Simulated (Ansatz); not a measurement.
## BP (F-43m):Hf_B, thermodynamic levels from a 54-atom cell

Charge states of Hf_B in BP (F-43m), set against the band edges. Model: a cell of 54 host atoms with 1 B taken out and 1 Hf put in.

Calculated with Ansatz 0.2.0; place-levels on r2SCAN runs: charge-transition levels and formation energies with image-charge correction and potential alignment at the atomic sites; PAW set soft_1.

### Step 1. Set-up

The cell holds 54 atoms: 26 B, 27 P and 1 Hf. Cell: a = 9.623 Å, b = 9.623 Å, c = 9.623 Å, α = 60.0°, β = 60.0°, γ = 60.0°. It derives from BP (space group F-43m). Nearest the centre at fractional (0.667, 0.333, 0.667): Hf47 at 0.00 Å, P22 at 1.96 Å, P40 at 1.96 Å, P24 at 1.96 Å, P28 at 1.96 Å, B41 at 3.21 Å, B35 at 3.21 Å, B29 at 3.21 Å.

As a file:

```xyz
54
Lattice="0.0000 6.8046 6.8046 6.8046 0.0000 6.8046 6.8046 6.8046 0.0000" Properties=species:S:1:pos:R:3 pbc="T T T"
B     0.0000    0.0000    0.0000
P     3.4023    3.4023    3.4023
B     2.2682    2.2682    0.0000
P     5.6705    5.6705    3.4023
B     4.5364    4.5364    0.0000
P     7.9386    7.9386    3.4023
B     2.2682    0.0000    2.2682
P     5.6705    3.4023    5.6705
B     4.5364    2.2682    2.2682
P     7.9386    5.6705    5.6705
B     6.8046    4.5364    2.2682
P    10.2068    7.9386    5.6705
B     4.5364    0.0000    4.5364
P     7.9386    3.4023    7.9386
B     6.8046    2.2682    4.5364
P    10.2068    5.6705    7.9386
B     9.0727    4.5364    4.5364
P    12.4750    7.9386    7.9386
B     0.0000    2.2682    2.2682
P     3.4023    5.6705    5.6705
B     2.2682    4.5364    2.2682
P     5.6705    7.9386    5.6705
B     4.5364    6.8046    2.2682
P     7.9386   10.2068    5.6705
B     2.2682    2.2682    4.5364
P     5.6705    5.6705    7.9386
B     4.5364    4.5364    4.5364
P     7.9386    7.9386    7.9386
B     6.8046    6.8046    4.5364
P    10.2068   10.2068    7.9386
B     4.5364    2.2682    6.8046
P     7.9386    5.6705   10.2068
B     6.8046    4.5364    6.8046
P    10.2068    7.9386   10.2068
B     9.0727    6.8046    6.8046
P    12.4750   10.2068   10.2068
B     0.0000    4.5364    4.5364
P     3.4023    7.9386    7.9386
B     2.2682    6.8046    4.5364
P     5.6705   10.2068    7.9386
B     4.5364    9.0727    4.5364
P     7.9386   12.4750    7.9386
B     2.2682    4.5364    6.8046
P     5.6705    7.9386   10.2068
B     4.5364    6.8046    6.8046
P     7.9386   10.2068   10.2068
Hf    6.8046    9.0727    6.8046
P    10.2068   12.4750   10.2068
B     4.5364    4.5364    9.0727
P     7.9386    7.9386   12.4750
B     6.8046    6.8046    9.0727
P    10.2068   10.2068   12.4750
B     9.0727    9.0727    9.0727
P    12.4750   12.4750   12.4750
```

Known beforehand: the electronic dielectric constant, 9.31, and the static one, 9.42, computed on the host (DFPT, PBEsol, on the r2SCAN cell), and a cell off the functional's own equilibrium shifts the ionic part.

The cell's shortest repeat is 9.6 Å.

### Step 2. Charge states

Levels follow from differences of total energies between charge states, each relaxed by itself.

Random displacements of about 0.05 Å break the site symmetry at the start, so that the relaxation can reach a distorted minimum if there is one. Forces are taken on a 2×2×2 shifted mesh. The cell holds 1 electron more than the neutral one, with a uniform background that keeps it neutral on the whole.

The sampling was tested on the host first: at the k-points planned (1x1x1 shifted 0.25 0.25 0.25) its energy lies 0.152 eV an atom from the dense-mesh value, so the final energies take a denser sampling.

One state's input; the others differ in charge, spin, start and seed, and in occupations where the table says so.

qm1.relax/input.yaml reads:

```yaml
crystal:
  lattice:
    - [0.0, 2.26818541, 2.26818541]
    - [2.26818541, 0.0, 2.26818541]
    - [2.26818541, 2.26818541, 0.0]
  atoms:
    - { symbol: B, position: [0.0, 0.0, 0.0] }
    - { symbol: P, position: [0.75, 0.75, 0.75] }
  supercell: [3, 3, 3]
  defects: [{ substitution: { at: 46, symbol: Hf } }]
total_charge: -1
basis:
  ecutwfc: 500
  xc_grid: 2
hamiltonian:
  xc: r2scan
  pseudopotentials: { kind: paw, azcp: { folder: soft_1 } }
kpoints:
  mp_grid: { grid: [2, 2, 2], shift: [0.5, 0.5, 0.5] }
scf:
  occupations: { method: fixed }
  max_iter: 60
output:
  forces: true
  charged_corrections: { epsilon: 9.31, static_epsilon: 9.42 }
relax:
  f_tol: 0.02
  max_steps: 80
  random_displacement: { amplitude: 0.05, seed: 831 }
checkpoint:
  write: "../qm1.relax.run"
  compress: false
  write_wavefunctions: true
  write_every: 100000
```

Launch:

```console
$ ansatz run input.yaml --threads 4 --pin off --max-ram 7536MiB --backend cpu --events-out ev --progress --plain --runs-dir out
```

The run of this state that the levels use, under r2SCAN:

qm1.point/input.yaml reads:

```yaml
crystal:
  checkpoint: "../qm1.relax.run"
  host: checkpoint
total_charge: -1
basis:
  ecutwfc: 500
  xc_grid: 2
hamiltonian:
  xc: r2scan
  pseudopotentials: { kind: paw, azcp: { folder: soft_1 } }
kpoints:
  mp_grid: { grid: [2, 2, 2], shift: [0.5, 0.5, 0.5] }
scf:
  occupations: { method: fixed }
  max_iter: 60
output:
  forces: true
  eigenvalues: true
  charged_corrections:
    epsilon: 9.31
    static_epsilon: 9.42
    defect_position: [0.666667, 0.333333, 0.666667]
  eigenstates: { localisation: true }
  populations: true
  band_densities: [{ bands: [v1, v1] }, { bands: [c1, c1] }]
  write_density: true
  write_potential: true
  volumetric_format: npy
checkpoint:
  read: "../qm1.relax.run"
  write: "../qm1.point.run"
  compress: false
  write_wavefunctions: false
  write_every: 100000
```

Relaxations under r2SCAN at a 2×2×2 shifted mesh; times on 4 threads of Arm Neoverse N1, shared host:

```
charge  moment (μB)  occupations    outcome  steps  largest displacement against the far atoms (Å)     time
    −1            0        fixed  converged     11                                            1.06    9 min
     0            1        fixed  converged     13                                            0.97   25 min
    +1            0        fixed  converged      8                                            0.45  6.6 min
    −1            2        fixed  converged      8                                            0.43   16 min
```

Single points under r2SCAN at a 2×2×2 shifted mesh; times on 4 threads of Arm Neoverse N1, shared host:

| charge | moment (μB) | occupations | outcome | time |
| --- | --- | --- | --- | --- |
| −1 | 0 | fixed | converged | 50 s |
| 0 | 1 | fixed | converged | 97 s |
| +1 | 0 | fixed | converged | 53 s |
| −1 | 2 | fixed | converged | 1.8 min |

Distances (Å) from Hf47 to the nearest atoms after relaxation with r2SCAN:

```
charge  moment (μB)      1.      2.      3.      4.      5.      6.
    −1            0  P 2.28  P 2.43  P 2.43  P 2.43  B 2.71  B 2.71
    −1            2  P 2.31  P 2.33  P 2.33  P 2.33  B 3.19  B 3.20
     0            1  P 2.32  P 2.41  P 2.41  P 2.41  B 2.80  B 2.80
    +1            0  P 2.33  P 2.34  P 2.35  P 2.35  B 3.20  B 3.20
```

### Step 3. place-levels, r2SCAN

A charged cell interacts with its images and the background, and its potential has another zero than the host's. place-levels removes the first by a point-charge model, screened by the static dielectric constant since the ions have relaxed around the charge, and the second by comparing potentials at atoms far from the defect.

The host is a run of the defect-free crystal in the same cutoffs, grids and k-points, so that basis and sampling errors cancel in part in the differences. The host is run in a cell of 2 atoms on a matching mesh. Its band edges are searched through the zone by a band path, so the gap is smaller than, or equal to, that on the mesh. Chemical potentials are energies per atom of B (alpha-rhombohedral (B12)) and Hf (hcp), run with the same functional and cutoff.

levels.point.yaml reads:

```yaml
host:
  run: host.point.run
states: [qm1.point.run, q0_M1.point.run, qp1.point.run, qm1_M2.point.run]
geometry_from:
  qm1.point.run: qm1.relax.run
  q0_M1.point.run: q0_M1.relax.run
  qp1.point.run: qp1.relax.run
  qm1_M2.point.run: qm1_M2.relax.run
  host.point.run: host.relax.run
chemical_potentials:
  B:
    energy: -156.554104
    dataset: <sha256 of the dataset>
  Hf:
    energy: -15733.791958
    dataset: "<sha256 of the dataset>"
epsilon: 9.31
static_epsilon: 9.42
vertical:
  - { from: qm1.point.run, to: qm1.point_neutral.run }
  - { from: qp1.point.run, to: qp1.point_neutral.run }
  - { from: qm1_M2.point.run, to: qm1_M2.point_neutral.run }
```

Launch:

```console
$ ansatz place-levels levels.point.yaml -- --threads 4 --pin off --max-ram 7536MiB
```

Numbers of over 12 decimals in the logs are rounded to 6 here.

The program printed:

```text
[... repeated set-up lines and file paths are left out, and long positions are rounded to six places ...]
(+1/0) 0.981 eV above the valence edge, 0.426 eV under the conduction edge
(0/-1) 1.293 eV above the valence edge, 0.114 eV under the conduction edge
formation energy of charge +1: +5.054 eV with the Fermi level at the valence edge
formation energy of charge 0: +6.035 eV with the Fermi level at the valence edge
formation energy of charge -1: +7.329 eV with the Fermi level at the valence edge
vertical -1 to 0: no energy, since no alignment is typed
  the change from vertical[0].from (qm1.point.run) to vertical[0].to (qm1.point_neutral.run): by its potential at epsilon 9.31 it stands at 0.623 0.290 0.623, with an rms radius of about 2.6 Å (1.5 1.5 1.5 Å across the planes of the cell's vectors); [...]
vertical +1 to 0: no energy, since no alignment is typed
  the change from vertical[1].from (qp1.point.run) to vertical[1].to (qp1.point_neutral.run): by its potential at epsilon 9.31 it stands at 0.643 0.308 0.642, with an rms radius of about 2.5 Å (1.4 1.4 1.5 Å across the planes of the cell's vectors); [...]
vertical -1 to 0: no energy, since no alignment is typed
  the change from vertical[2].from (qm1_M2.point.run) to vertical[2].to (qm1_M2.point_neutral.run): by its potential at epsilon 9.31 it stands at 0.639 0.303 0.638, with an rms radius of about 3.3 Å (1.9 1.9 1.9 Å across the planes of the cell's vectors); [...]
  edges by r2scan, gap 1.407 eV; the host is sampled to repeats of 19.25 Å
  the defect's cells are sampled to repeats of 19.25 Å, like sampling
  charge +1: -40332.0039 eV with its correction of +0.799 eV, at epsilon 9.42, aligned at sites: +0.5410 eV, mean over 19 atomic sites at or beyond 4.81 Å from the defect at [0.6667, 0.3333, 0.6667], with +0.000000 for the charge's moments and without [...]
  charge 0: +0.000 eV for its dipole among its images, +0.093 omitted
  charge -1: -40311.2703 eV with its correction of -0.356 eV, at epsilon 9.42, aligned at sites: +0.6138 eV, mean over 19 atomic sites at or beyond 4.81 Å from the defect at [0.6667, 0.3333, 0.6667], with +0.000000 for the charge's moments and without [...]
  charge -1: states[3] (qm1_M2.point.run) stands 0.751 eV higher, with a moment of 2.00 μB against 0.00
  of states[2] (qp1.point.run): it parts from the run at its places by a charge that spreads by about 1.5 Å along one vector (1.4 Å or more is wide), by its potential at epsilon 9.31, taken for that of held ions (one typed too small widens it), where the cell [...]
  of states[1] (q0_M1.point.run): the far atoms show a dipole or second moment of the defect's charge, for which the correction takes or leaves out 0.093 eV: further moments aren't read, and the relaxed atoms' own pattern can pass for one, so compare a larger [...]
  of states[0] (qm1.point.run): it parts from the run at its places by a charge that spreads by about 1.5 Å along one vector (1.4 Å or more is wide), by its potential at epsilon 9.31, taken for that of held ions (one typed too small widens it), where the cell [...]
  of states[3] (qm1_M2.point.run): it parts from the run at its places by a charge that spreads by about 1.9 Å along one vector (1.4 Å or more is wide), by its potential at epsilon 9.31, taken for that of held ions (one typed too small widens it), where the [...]
  of vertical[0].from (qm1.point.run): it parts from the run at its places by a charge that spreads by about 1.5 Å along one vector (1.4 Å or more is wide), by its potential at epsilon 9.31, taken for that of held ions (one typed too small widens it), where [...]
  of vertical[0].to (qm1.point_neutral.run): stability_check_not_made
  of vertical[1].from (qp1.point.run): it parts from the run at its places by a charge that spreads by about 1.5 Å along one vector (1.4 Å or more is wide), by its potential at epsilon 9.31, taken for that of held ions (one typed too small widens it), where [...]
  of vertical[1].to (qp1.point_neutral.run): band_overlap_at_count; stability_check_not_made
  of vertical[2].from (qm1_M2.point.run): its moments are held at its close (magnetization.spin_locking), by a field of 0.109 eV a Bohr magneton, and its energy and levels are of the state that this holds: a run that lets them go can end lower; [...]
  of vertical[2].to (qm1_M2.point_neutral.run): it set out from the moments of a save, which an earlier run chose (saved_moments_taken); band_overlap_at_count; stability_check_not_made
```

Run time: 0.63 s. Hardware: 4 threads of Arm Neoverse N1, shared host.

Levels between the charges placed, in eV above the valence top:

```
        gap (eV)  (+1/0)  (0/−1)
r2SCAN      1.41    0.98    1.29
```

Corrections by state:

```csv
charge,moment (μB),image terms and alignment (eV),band filling (eV),ε used,"over the lowest of its charge, as the program ranks them, band filling apart (eV)"
+1,0.0,0.799,-,9.42,0.000
0,1.0,0.000,-,-,0.000
−1,0.0,-0.356,-,9.42,0.000
−1,2.0,-0.374,-,9.42,0.751
```

The charged structures listed were also run neutral, and place-levels reads from each pair, by the potential or the spins, how wide the charge is by which they differ; that can be the carrier of either run.

```
charge  rms radius (Å)  spread where it is widest against the cell (Å)  wide from (Å)  reading
    +1             2.5                                            1.46           1.36     wide
    −1             2.6                                            1.52           1.36     wide
```

The neutral runs of these pairs need not share the spin of the lowest neutral state, and very wide values only mean spread over the cell.

From the program's caveats on the states, each cut to its opening words:

- charge +1, −1: it parts from the run at its places by a charge that spreads by about 1.5 Å along one vector (1.4 Å or more is wide), by its potential at epsilon 9.31, taken [...]
- charge 0 (1 μB): the far atoms show a dipole or second moment of the defect's charge, for which the correction takes or leaves out 0.093 eV: further moments aren't read, and [...]
- charge 0 (1 μB), −1 (2 μB): flagged: stability check not made
- charge −1 (2 μB): it parts from the run at its places by a charge that spreads by about 1.9 Å along one vector (1.4 Å or more is wide), by its potential at epsilon 9.31, taken [...]
- charge −1 (2 μB): its alignment with the host at atomic sites is doubtful: the mean over the far sites moves by +0.0756 eV from their farther parts to their nearer, more than [...]
- charge −1 (2 μB): its moments are held at its close (magnetization.spin_locking), by a field of 0.109 eV a Bohr magneton, and its energy and levels are of the state that this [...]
- charge −1 (2 μB): filled levels lie above empty ones at the fixed electron count

The host's formation energy from the elements is -0.484 eV per atom; it sets how far the chemical potentials can move.

Limit set by the element alone; other compounds of these elements are not counted. Chemical potentials from the elements' reference states: B 0.00 eV, P -0.97 eV, Hf 0.00 eV. Formation energies (B-rich), with the Fermi level at the valence top and at the conduction bottom (gap 1.41 eV):

```
charge  at valence top (eV)  at conduction bottom (eV)  correction included (eV)
    +1                 5.05                       6.46                      0.80
     0                 6.04                       6.04                      0.00
    −1                 7.33                       5.92                     -0.36
```

| Fermi level (eV) | lowest formation energy (eV) |
| --- | --- |
| 0.00 | 5.05 |
| 0.13 | 5.18 |
| 0.26 | 5.31 |
| 0.38 | 5.44 |
| 0.51 | 5.57 |
| 0.64 | 5.69 |
| 0.77 | 5.82 |
| 0.90 | 5.95 |
| 1.02 | 6.04 |
| 1.15 | 6.04 |
| 1.28 | 6.04 |
| 1.41 | 5.92 |

Limit set by the element alone; other compounds of these elements are not counted. Chemical potentials from the elements' reference states: P 0.00 eV, B -0.97 eV, Hf 0.00 eV. Formation energies (P-rich), with the Fermi level at the valence top and at the conduction bottom (gap 1.41 eV):

| charge | at valence top (eV) | at conduction bottom (eV) | correction included (eV) |
| --- | --- | --- | --- |
| +1 | 4.09 | 5.49 | 0.80 |
| 0 | 5.07 | 5.07 | 0.00 |
| −1 | 6.36 | 4.95 | -0.36 |

Fermi level (eV), lowest formation energy (eV) and a bar from the least value:
```
     0.00       4.09 
     0.13       4.21 ####
     0.26       4.34 ########
     0.38       4.47 ############
     0.51       4.60 ################
     0.64       4.72 ####################
     0.77       4.85 #######################
     0.90       4.98 ###########################
     1.02       5.07 ##############################
     1.15       5.07 ##############################
     1.28       5.07 ##############################
     1.41       4.95 ###########################
```

### Step 4. What came out

```json
{
 "gap of the host": "1.41 eV (r2SCAN)",
 "level (plus 1/0)": "0.98 eV above the valence top",
 "level (0/minus 1)": "1.29 eV above the valence top",
 "lowest of the charges placed, just above the valence top (0.02 eV)": "+1",
 "lowest of the charges placed, just below the conduction bottom (0.02 eV)": "−1",
 "lowest formation energy at mid-gap of the charges run, B-rich": "5.76 eV",
 "lowest formation energy at mid-gap of the charges run, P-rich": "4.79 eV"
}
```

What this shows: Of the charges placed (−1, 0 and +1), the lowest changes at 0.98 eV (+1/0) and 1.29 eV (0/−1) above the valence top, in a gap of 1.41 eV. (+1/0) and (0/−1) lie nearer to a band edge than the share of the finite-size correction in them (0.80 and 0.36 eV), and that correction holds for a localised charge alone. (0/−1) lies 0.11 eV from a band edge, less than the doubt on such levels. Charges above +1 and below −1 were not placed, so these runs say nothing of levels that involve them. States placed: +1 at 0 μB; 0 at 1 μB; −1 at 0 μB and 2 μB. Other spin states or structures, where not listed, weren't placed. Hf is taken at its element; compounds, which aren't counted here, bound the chemical potentials and would shift these formation energies. The program doubts the alignment of potentials for at least one state, a sign that the cell is small. What this leaves open: r2SCAN makes the gap too small and tends to spread out bound carriers; spin–orbit coupling, which can matter with heavy atoms, is left out.

[Logs are printed without paths, hosts, clocks, repeated set-up lines and the standing remarks that a program may print on its own settings, such as how far it seeks lower states.]

[Hosts, paths, dates, database ids (printed as entryN), source tags and the programs' standing remarks are cut or masked in the printed files.]

[Where a table of states has a column of steps, it counts the stored structures, which are thinned; the runs took as many ionic steps or more.]

[A defect's name tells the site on which it was built; relaxed atoms can leave that site.]

[For some hosts the program warned that the k-mesh of the response run may be too coarse for force constants and the static dielectric constant; such warnings are not shown here.]
